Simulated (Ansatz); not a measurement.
# Li on Ru(0001): change of the work function, part 2 of 3

Wanted: Δφ(θ) for Li/Ru(0001), starting from the fcc site.

Ansatz 0.2.0; plane-wave DFT, PBE, Ansatz PAW.

So far, work function, upper face (eV): step 2 (the clean slab) 5.05.

## (3) The covered slab, k-mesh 6×6×1, coverage 0.25 ML

System of this step: Li/Ru(0001). The cell holds 17 atoms: 16 Ru and 1 Li. Its edges and angles: a = 5.400 Å, b = 5.400 Å, c = 26.734 Å, α = 90.0°, β = 90.0°, γ = 60.0°. Vacuum lies along c.

The clean slab as it ended is repeated in the plane and the adsorbate is set on one face; the cell's size fixes the coverage, and the k-mesh shrinks with it to keep the sampling density about even. Adsorbate and upper layers relax, since the dipole depends on the height.

Contents of input.yaml:

```yaml
crystal:
  lattice:
    - [5.4, 0.0, 0.0]
    - [2.7, 4.6765371804, 0.0]
    - [0.0, 0.0, 26.733925544]
  atoms:
    - { symbol: Ru, position: [0.3333333333, 0.3333333333, 0.3366508964] }
    - { symbol: Ru, position: [0.0, 0.0, 0.4166391495] }
    - { symbol: Ru, position: [0.3333333333, 0.3333333333, 0.4973526512] }
    - { symbol: Ru, position: [0.0, 0.0, 0.5753478749] }
    - { symbol: Ru, position: [0.3333333333, 0.8333333333, 0.3366508964] }
    - { symbol: Ru, position: [0.0, 0.5, 0.4166391495] }
    - { symbol: Ru, position: [0.3333333333, 0.8333333333, 0.4973526512] }
    - { symbol: Ru, position: [0.0, 0.5, 0.5753478749] }
    - { symbol: Ru, position: [0.8333333333, 0.3333333333, 0.3366508964] }
    - { symbol: Ru, position: [0.5, 0.0, 0.4166391495] }
    - { symbol: Ru, position: [0.8333333333, 0.3333333333, 0.4973526512] }
    - { symbol: Ru, position: [0.5, 0.0, 0.5753478749] }
    - { symbol: Ru, position: [0.8333333333, 0.8333333333, 0.3366508964] }
    - { symbol: Ru, position: [0.5, 0.5, 0.4166391495] }
    - { symbol: Ru, position: [0.8333333333, 0.8333333333, 0.4973526512] }
    - { symbol: Ru, position: [0.5, 0.5, 0.5753478749] }
    - { symbol: Li, position: [0.1666666667, 0.1666666667, 0.6633491036] }
kpoints:
  mp_grid: { grid: [6, 6, 1] }
hamiltonian:
  xc: pbe
scf:
  occupations: { method: fermi_dirac, width: 0.1 }
  convergence: { dr2_threshold: 1.0e-08 }
efield:
  axis: 3
  dipole_correction: true
  ramp_position: 0.97
  ramp_width: 0.06
relax:
  f_tol: 0.02
  max_steps: 60
  constraints: [{ sites: [0, 1, 4, 5, 8, 9, 12, 13] }]
output:
  dos: { projected: true, e_range: [-8, 4] }
  write_potential: true
  write_density: true
  volumetric_format: npy
  elf: true
```

On the command line:

```console
$ ansatz run input.yaml --threads 4 --pin off --max-ram 6144MiB --backend cpu --events-out ev --progress --plain --runs-dir out
```

Numbers of over 12 decimals in the logs are rounded to 6 here.

What it wrote:

```text
[...]
Crystal: 17 atoms, lattice volume = 675.120 Å³
Basis set: ecut = 420 eV, 13139 PW (Γ), exchange–correlation on 80×80×360 points (8 copies of the dense FFT grid, shifted against one another)
Bands: 156, of which v1, the nominal top of the filled ones, is band 130 counted from 1 (129 counted from 0)
Symmetry: 6 space group operations
[...]
k-points: 7 of 36 (time reversal used)
[...]
SCF iter   1: F=—  HF=-94256.572957 eV  |F-HF|=—  |Δ(HF+E_count)|=         —  Δρ=9.65e-3  dr2=6.04e0  ethr=1.77e-3  p=0.525 e·Å  D=1.41e-1 V/Å  ΔV_dip=-3.76 eV  dr2_dipole=1.36e0  V_vac-E_F(+/−)=1.03/4.79 eV  ⟨swp⟩=7.4  Hψ=4335  notcnv=0
[...]
SCF iter  10: F=-94256.424409 eV  HF=-94256.424409 eV  |F-HF|=5.62e-9  |Δ(HF+E_count)|=   2.20e-8  Δρ=5.93e-7  dr2=4.43e-9  ethr=3.86e-12  p=0.427 e·Å  D=1.14e-1 V/Å  ΔV_dip=-3.06 eV  dr2_dipole=2.75e-10  V_vac-E_F(+/−)=2.03/5.09 eV  ⟨swp⟩=10.4  Hψ=7750  notcnv=0
SCF 1 converged in 10 iterations: F = -94256.424409 eV  dr2 = 4.43e-9
[...]
relax step   1: F+E_penalty+E_count = -94256.42440890 eV  Δ(F+E_penalty+E_count) = +0.000e0 eV  max|allowed force component| = 4.732e-1 eV/Å  Δτ_max = 0.0000 Å  (10 SCF iters, accepted)
[...]
SCF iter   1: F=—  HF=-94256.488291 eV  |F-HF|=—  |Δ(HF+E_count)|=         —  Δρ=3.68e-3  dr2=1.06e0  ethr=3.69e-4  p=0.427 e·Å  D=1.14e-1 V/Å  ΔV_dip=-3.06 eV  dr2_dipole=3.76e-1  V_vac-E_F(+/−)=2.05/5.12 eV  ⟨swp⟩=1.3  Hψ=3129  notcnv=0
[...]
eigensolver tolerance schedule calibrated: the retry pair's looser diagonalisation under-reported the residual by θ = 0.10 (0.10/decade); ethr = c·dr2/N_el runs at the constant in force after the calibration composes with the one it found (an armed cap, an earlier calibration), c = 9.2e-2
[...]
SCF iter   2: F=—  HF=-94256.482409 eV  |F-HF|=—  |Δ(HF+E_count)|=   5.88e-3  Δρ=1.56e-3  dr2=3.85e-2  ethr=3.69e-4  p=0.388 e·Å  D=1.04e-1 V/Å  ΔV_dip=-2.78 eV  dr2_dipole=1.42e-6  V_vac-E_F(+/−)=2.32/5.10 eV  ⟨swp⟩=3.0  Hψ=1416  notcnv=0
[...]
SCF iter   9: F=-94256.475949 eV  HF=-94256.475949 eV  |F-HF|=5.40e-8  |Δ(HF+E_count)|=   3.54e-8  Δρ=9.12e-7  dr2=9.74e-9  ethr=3.56e-12  p=0.381 e·Å  D=1.02e-1 V/Å  ΔV_dip=-2.73 eV  dr2_dipole=2.13e-10  V_vac-E_F(+/−)=2.37/5.10 eV  ⟨swp⟩=8.9  Hψ=9195  notcnv=0
SCF 2 converged in 9 iterations: F = -94256.475949 eV  dr2 = 9.74e-9
relax step   2: F+E_penalty+E_count = -94256.47594917 eV  Δ(F+E_penalty+E_count) = -5.154e-2 eV  max|allowed force component| = 1.514e-1 eV/Å  Δτ_max = 0.1991 Å  (9 SCF iters, accepted)
SCF iter   1: F=—  HF=-94256.481499 eV  |F-HF|=—  |Δ(HF+E_count)|=         —  Δρ=1.10e-3  dr2=8.45e-2  ethr=1.20e-4  p=0.381 e·Å  D=1.02e-1 V/Å  ΔV_dip=-2.73 eV  dr2_dipole=2.80e-2  V_vac-E_F(+/−)=2.36/5.10 eV  ⟨swp⟩=2.3  Hψ=1665  notcnv=0
[...]
SCF iter   8: F=-94256.480477 eV  HF=-94256.480477 eV  |F-HF|=1.64e-8  |Δ(HF+E_count)|=   6.71e-8  Δρ=6.16e-7  dr2=4.64e-9  ethr=3.86e-12  p=0.390 e·Å  D=1.05e-1 V/Å  ΔV_dip=-2.79 eV  dr2_dipole=5.60e-10  V_vac-E_F(+/−)=2.31/5.10 eV  ⟨swp⟩=11.3  Hψ=7944  notcnv=0
SCF 3 converged in 8 iterations: F = -94256.480477 eV  dr2 = 4.64e-9
relax step   3: F+E_penalty+E_count = -94256.48047745 eV  Δ(F+E_penalty+E_count) = -4.528e-3 eV  max|allowed force component| = 5.674e-2 eV/Å  Δτ_max = 0.0235 Å  (8 SCF iters, accepted)
SCF iter   1: F=—  HF=-94256.480519 eV  |F-HF|=—  |Δ(HF+E_count)|=         —  Δρ=3.34e-4  dr2=2.95e-3  ethr=4.34e-5  p=0.390 e·Å  D=1.05e-1 V/Å  ΔV_dip=-2.79 eV  dr2_dipole=6.47e-4  V_vac-E_F(+/−)=2.31/5.10 eV  ⟨swp⟩=1.6  Hψ=1440  notcnv=0
[...]
SCF iter   7: F=-94256.481084 eV  HF=-94256.481084 eV  |F-HF|=1.64e-8  |Δ(HF+E_count)|=   5.54e-8  Δρ=6.51e-7  dr2=5.06e-9  ethr=3.86e-12  p=0.390 e·Å  D=1.04e-1 V/Å  ΔV_dip=-2.79 eV  dr2_dipole=2.31e-10  V_vac-E_F(+/−)=2.31/5.10 eV  ⟨swp⟩=11.6  Hψ=8507  notcnv=0
SCF 4 converged in 7 iterations: F = -94256.481084 eV  dr2 = 5.06e-9
relax step   4: F+E_penalty+E_count = -94256.48108384 eV  Δ(F+E_penalty+E_count) = -6.064e-4 eV  max|allowed force component| = 1.259e-2 eV/Å  Δτ_max = 0.0061 Å  (7 SCF iters, accepted)
NSCF: frozen V_eff on 7 k-points
[...]
SCF converged after 7 iterations
Free energy (F): -94256.481084 eV
[...]
Internal energy: -94255.868574 eV  (E = F + TS)
E sigma→0 (E₀):  -94256.174829 eV
Entropy (-TS):   -0.612510 eV (-36.030 meV/atom)
Fermi energy:    5.232049 eV
Dipole field:    D = 0.104408 V/Å  (p = 0.389542 e·Å, saw-weighted, corrected)
Work function:   Φ+ = 2.3081 eV   Φ− = 5.0993 eV
[...]
--- Forces (eV/Å), atoms counted from 1 ---
  atom   1  Ru    -0.00033926    -0.00019587     0.42900773
  atom   2  Ru     0.05577887     0.03220394    -0.42552776
  atom   3  Ru     0.00016233     0.00009372    -0.00204093
  atom   4  Ru    -0.01090088    -0.00629363    -0.00405021
  atom   5  Ru     0.00000000     0.00039174     0.42900773
  atom   6  Ru    -0.00000000    -0.06440789    -0.42552776
  atom   7  Ru    -0.00000000    -0.00018744    -0.00204093
  atom   8  Ru     0.00000000     0.01258726    -0.00405021
  atom   9  Ru     0.00033926    -0.00019587     0.42900773
  atom  10  Ru    -0.05577887     0.03220394    -0.42552776
  atom  11  Ru    -0.00016233     0.00009372    -0.00204093
  atom  12  Ru     0.01090088    -0.00629363    -0.00405021
  atom  13  Ru     0.00000000     0.00000000     0.40742503
  atom  14  Ru    -0.00000000     0.00000000    -0.40368093
  atom  15  Ru     0.00000000    -0.00000000     0.00871176
  atom  16  Ru     0.00000000     0.00000000     0.00645859
  atom  17  Li     0.00000000    -0.00000000    -0.01108688
  max |Σ_I F_I| component: 5.93e-6 eV/Å
--- Band table (eV; the first three rows and the last of 7) ---
  k-point 0: bands = [... 126 lower, 5.4085, 6.0313, 6.1683, 6.1683, 6.2378, 6.2378, 6.2554, 6.4176, ... 22 higher]
  k-point 1: bands = [... 126 lower, 5.3480, 5.5663, 5.7713, 5.7982, 5.9738, 6.0527, 6.1069, 6.2104, ... 22 higher]
  k-point 2: bands = [... 126 lower, 4.9122, 4.9130, 4.9747, 5.2482, 5.4694, 5.5248, 5.5603, 5.5841, ... 22 higher]
  k-point 6: bands = [... 126 lower, 4.7278, 4.7780, 4.8763, 4.8859, 4.9055, 5.4170, 5.4525, 5.4885, ... 22 higher]
--- Relaxed structure (4 steps of the walk, 4 accepted, 0 SCFs on fresh bases) ---
  F+E_penalty+E_count = -94256.48108384 eV   max|allowed force component| = 1.259e-2 eV/Å
  atoms:
    - { symbol: Ru, position: [0.333333, 0.333333, 0.3366508964] }
    - { symbol: Ru, position: [2.66671216701714e-17, 2.6667121670171404e-17, 0.416639] }
    - { symbol: Ru, position: [0.333427, 0.333427, 0.497305] }
    - { symbol: Ru, position: [-0.00246731, -0.00246731, 0.575284] }
    - { symbol: Ru, position: [0.333333, 0.833333, 0.3366508964] }
    - { symbol: Ru, position: [5.551115123125783e-17, 0.5, 0.416639] }
    - { symbol: Ru, position: [0.333427, 0.833147, 0.497305] }
    - { symbol: Ru, position: [-0.00246731, 0.504935, 0.575284] }
    - { symbol: Ru, position: [0.833333, 0.333333, 0.3366508964] }
    - { symbol: Ru, position: [0.5, 2.6667121670171404e-17, 0.416639] }
    - { symbol: Ru, position: [0.833147, 0.333427, 0.497305] }
    - { symbol: Ru, position: [0.504935, -0.00246731, 0.575284] }
    - { symbol: Ru, position: [0.833333, 0.833333, 0.3366508964] }
    - { symbol: Ru, position: [0.5, 0.5, 0.416639] }
    - { symbol: Ru, position: [0.833333, 0.833333, 0.496110] }
    - { symbol: Ru, position: [0.5, 0.5, 0.576310] }
    - { symbol: Li, position: [0.166667, 0.166667, 0.656864] }
```

Run time: 23 s. Hardware: 4 threads of AMD EPYC 9R45, shared host; peak memory 2.6 GiB.

Step by step:

```
step  energy less that of the first step (eV)  largest force component (eV/Å)
   1                                   0.0000                          0.4732
   2                                  -0.0515                          0.1514
   3                                  -0.0561                          0.0567
   4                                  -0.0567                          0.0126
```

The run keeps the 6 symmetry operations that it works with, so distortions that break them were not tested.

The atoms that moved most (Å):

```csv
atom,dx,dy,dz,length
Li17,0.000,0.000,-0.173,0.173
Ru15,0.000,0.000,-0.033,0.033
Ru16,0.000,0.000,0.026,0.026
Ru8,0.000,0.023,-0.002,0.023
Ru4,-0.020,-0.012,-0.002,0.023
Ru12,0.020,-0.012,-0.002,0.023
```

The relaxed structure:

```xyz
17
Lattice="5.4000 0.0000 0.0000 2.7000 4.6765 0.0000 0.0000 0.0000 26.7339" Properties=species:S:1:pos:R:3
Ru    2.7000    1.5588    9.0000
Ru    0.0000    0.0000   11.1384
Ru    2.7008    1.5593   13.2949
Ru   -0.0200   -0.0115   15.3796
Ru    4.0500    3.8971    9.0000
Ru    1.3500    2.3383   11.1384
Ru    4.0500    3.8962   13.2949
Ru    1.3500    2.3613   15.3796
Ru    5.4000    1.5588    9.0000
Ru    2.7000    0.0000   11.1384
Ru    5.3992    1.5593   13.2949
Ru    2.7200   -0.0115   15.3796
Ru    6.7500    3.8971    9.0000
Ru    4.0500    2.3383   11.1384
Ru    6.7500    3.8971   13.2630
Ru    4.0500    2.3383   15.4070
Li    1.3500    0.7794   17.5606
```

This step gave:

```
energy at zero smearing        : -94256.1748 eV
work function, upper face      : 2.308 eV
work function, lower face      : 5.099 eV
dipole along the normal        : 0.3895 e·Å
step between the vacuum levels : -2.791 eV
```

Running mean over 2.138 Å of the planar mean; the ramp of the sawtooth is left out. The electron's electrostatic potential energy less the Fermi level by z:

z (Å), electron's electrostatic potential energy less the Fermi level (eV) and a bar from the least value:
```
      3.5        5.1 ##############################
      4.0        5.1 ##############################
      4.5        5.1 ##############################
      5.0        5.1 ##############################
      5.5        5.1 ##############################
      6.0        5.0 ##############################
      6.5        4.8 ##############################
      7.0        4.0 ############################
      7.5        0.7 ########################
      8.0       -6.3 #############
      8.5      -12.3 ####
      9.0      -14.2 #
      9.5      -14.5 #
     10.0      -14.7 #
     10.5      -14.8 #
     11.0      -14.8 #
     11.5      -14.8 #
     12.0      -14.8 #
     12.5      -14.8 #
     13.0      -14.9 #
     13.5      -15.0 
     14.0      -15.2 
     14.5      -15.2 
     15.0      -14.8 #
     15.5      -14.1 ##
     16.0      -11.6 #####
     16.5       -5.4 ##############
     17.0        0.0 #######################
     17.5        1.7 #########################
     18.0        1.8 #########################
     18.5        1.8 #########################
     19.0        2.1 ##########################
     19.5        2.2 ##########################
     20.0        2.3 ##########################
     20.5        2.3 ##########################
     21.0        2.3 ##########################
     21.5        2.3 ##########################
     22.0        2.3 ##########################
     22.5        2.3 ##########################
     23.0        2.3 ##########################
     23.5        2.3 ##########################
```

The density of states has structure finer than the step of the table below, so its rows give means over 0.5 eV, whole bins alone (the curve runs from -8 to 1.98 eV). Peaks (eV: height): -4.30: 50.9, -4.15: 46.0, -2.83: 42.2, -2.14: 49.4, -1.89: 46.0, 0.84: 59.0, 1.62: 43.7.

Table of density of states by energy, zero at the Fermi level; means over each step:

energy (eV), density of states (states/eV a cell) and a bar:
```
     -7.5        0.4 
     -7.0        0.9 #
     -6.5        1.2 #
     -6.0        8.7 ########
     -5.5       20.5 ####################
     -5.0       18.0 #################
     -4.5       23.5 #######################
     -4.0       19.8 ###################
     -3.5       17.5 #################
     -3.0       20.0 ###################
     -2.5       23.9 #######################
     -2.0       31.0 ##############################
     -1.5       27.4 ###########################
     -1.0       15.2 ##############
     -0.5       18.9 ##################
      0.0       19.1 ##################
      0.5       18.2 #################
      1.0       28.1 ###########################
      1.5       24.4 ########################
```

Projected DOS per atom over height of the atomic layer and energy from the Fermi level. Layers: Ru4 Ru4 Ru4 Ru4 Li from below.

Ten even steps from '0' (0.00 states/eV) to '9' (2.40 states/eV), each cell a mean:
```
33433
57851
75560
54450
63350
63360
42241
85570
96690
65580
66670
34440
44440
46550
55550
36630
27820
03410
00000
00000
00000
00000
```
Columns: height of the atomic layer (Å) from 9 to 17.6; rows upwards: energy from the Fermi level (eV) from -7.96 to 1.95.

Electrostatic potential energy in the ca plane at fractional y = 0.000, with atoms of Ru within 0.2 Å of it. With pseudopotentials it is smooth inside the atoms' cores, unlike the true potential.

Ten even steps from '0' (-85 eV) to '9' (9 eV), each cell a mean:
```
99999720038999999610058999999999999999999999
98899864479998899853579999999999999999999999
86789998899976789988899999999999999999999999
86689999999976689999999999999999999999999999
87789986789987889876789999999999999999999999
99999841158999999731269999999999999999999999
99999710027999999500048999999999999999999999
99999720038999999610158999999999999999999999
98899864479998899864589999999999999999999999
87789998899986789998999999999999999999999999
86689999999976689999999999999999999999999999
87789987789987889987799999999999999999999999
99999841158999999731269999999999999999999999
99999610027999999500048999999999999999999999
```
Columns run along c (16.0 Å, from fractional 0.32 to 0.92 of the cell; values clipped at the 3rd and 97th percentile), rows up along a (5.4 Å). Atoms in or near the plane, at fractional coordinates: Ru at (0.42, 0.00), Ru at (0.58, 0.00), Ru at (0.42, 0.50), Ru at (0.58, 0.50).

Valence density in the ca plane at fractional y = 0.000, with atoms of Ru within 0.2 Å of it. It is the smooth field of the valence electrons, not physical close to the nuclei.

Values in units of 1e0 e/Å³, 8 rows by 16 columns, each cell a mean:
```
0.4 0.4 4.5 2.8 0.4 0.4 3.1 4.6 0.2 0.0 0.0 0.0 0.0 0.0 0.0 0.0
1.2 0.6 0.6 0.5 0.9 0.9 0.5 0.6 0.1 0.0 0.0 0.0 0.0 0.0 0.0 0.0
0.9 0.5 1.1 0.8 0.7 0.7 0.8 1.1 0.1 0.0 0.0 0.0 0.0 0.0 0.0 0.0
0.3 0.4 6.0 3.8 0.3 0.4 4.0 6.0 0.2 0.0 0.0 0.0 0.0 0.0 0.0 0.0
0.4 0.4 4.6 2.9 0.4 0.4 2.9 4.3 0.2 0.0 0.0 0.0 0.0 0.0 0.0 0.0
1.2 0.6 0.6 0.4 0.8 0.9 0.4 0.5 0.1 0.0 0.0 0.0 0.0 0.0 0.0 0.0
0.9 0.5 1.1 0.8 0.7 0.7 0.8 1.0 0.1 0.0 0.0 0.0 0.0 0.0 0.0 0.0
0.3 0.4 6.0 3.8 0.3 0.4 3.9 5.8 0.2 0.0 0.0 0.0 0.0 0.0 0.0 0.0
```
Columns run along c (16.0 Å, from fractional 0.32 to 0.92 of the cell), rows up along a (5.4 Å). Atoms in or near the plane, at fractional coordinates: Ru at (0.42, 0.00), Ru at (0.58, 0.00), Ru at (0.42, 0.50), Ru at (0.58, 0.50).

ELF in the ca plane at fractional y = 0.000, with atoms of Ru within 0.2 Å of it. It is the smooth field of the valence electrons, not physical close to the nuclei.

Ten even steps from '0' (0.00) to '9' (0.64), each cell a mean:
```
54444598994444444797983234432100000000000000
44334368854433334479852233321100000000000000
46644434444346533444443333221000000000000000
57643444444357633444444433211000000000000000
45434446544445434456643333221000000000000000
44344489974443344699972233322100000000000000
55444696794444444795893344432100000000000000
54444598894444444698983343222100000000000000
44334468854434344478754431000000000000000000
46644434444346533434445410000000000000000000
57643444444347633444456400000000000000000000
45434446544445434445544520000000000000000000
44344489974443344599963442111100000000000000
55444695794444444795894344432100000000000000
```
Columns run along c (16.0 Å, from fractional 0.32 to 0.92 of the cell), rows up along a (5.4 Å). Atoms in or near the plane, at fractional coordinates: Ru at (0.42, 0.00), Ru at (0.58, 0.00), Ru at (0.42, 0.50), Ru at (0.58, 0.50).

The relaxation took 4 steps and lowered the energy by 0.057 eV; the largest force on the free atoms ends at 0.013 eV/Å.

By hand: a sheet of dipoles makes a step −p/(ε₀A) in the electron's potential. With e/ε₀ = 180.95 V·Å, p = 0.3895 e·Å and A = 25.25 Å², that is −180.95 × (0.3895) / 25.25 = -2.791 eV, and the two vacuum levels of the run differ by -2.791 eV.

The covered face has 2.31 eV, -2.74 eV against the clean one; the bare back face has moved by +0.02 eV, a measure of how thin the slab is.

(Part 2 of 3 ends here.)

[Logs are printed without paths, hosts, clocks, repeated set-up lines and the standing remarks that a program may print on its own settings, such as how far it seeks lower states.]

[Hosts, paths, dates, database ids (printed as entryN), source tags and the programs' standing remarks are cut or masked in the printed files.]

[Maps of the electrostatic potential energy from Ansatz leave out the sawtooth potential of an applied field or a dipole correction, so their vacuum need not be flat; planar profiles and work functions include it.]

[The density of states shown here was stored with 400 of the rows of the run's finer table, so its peaks can read low, often by over a quarter, or be missed, and its means over a window can be off by a tenth or more.]
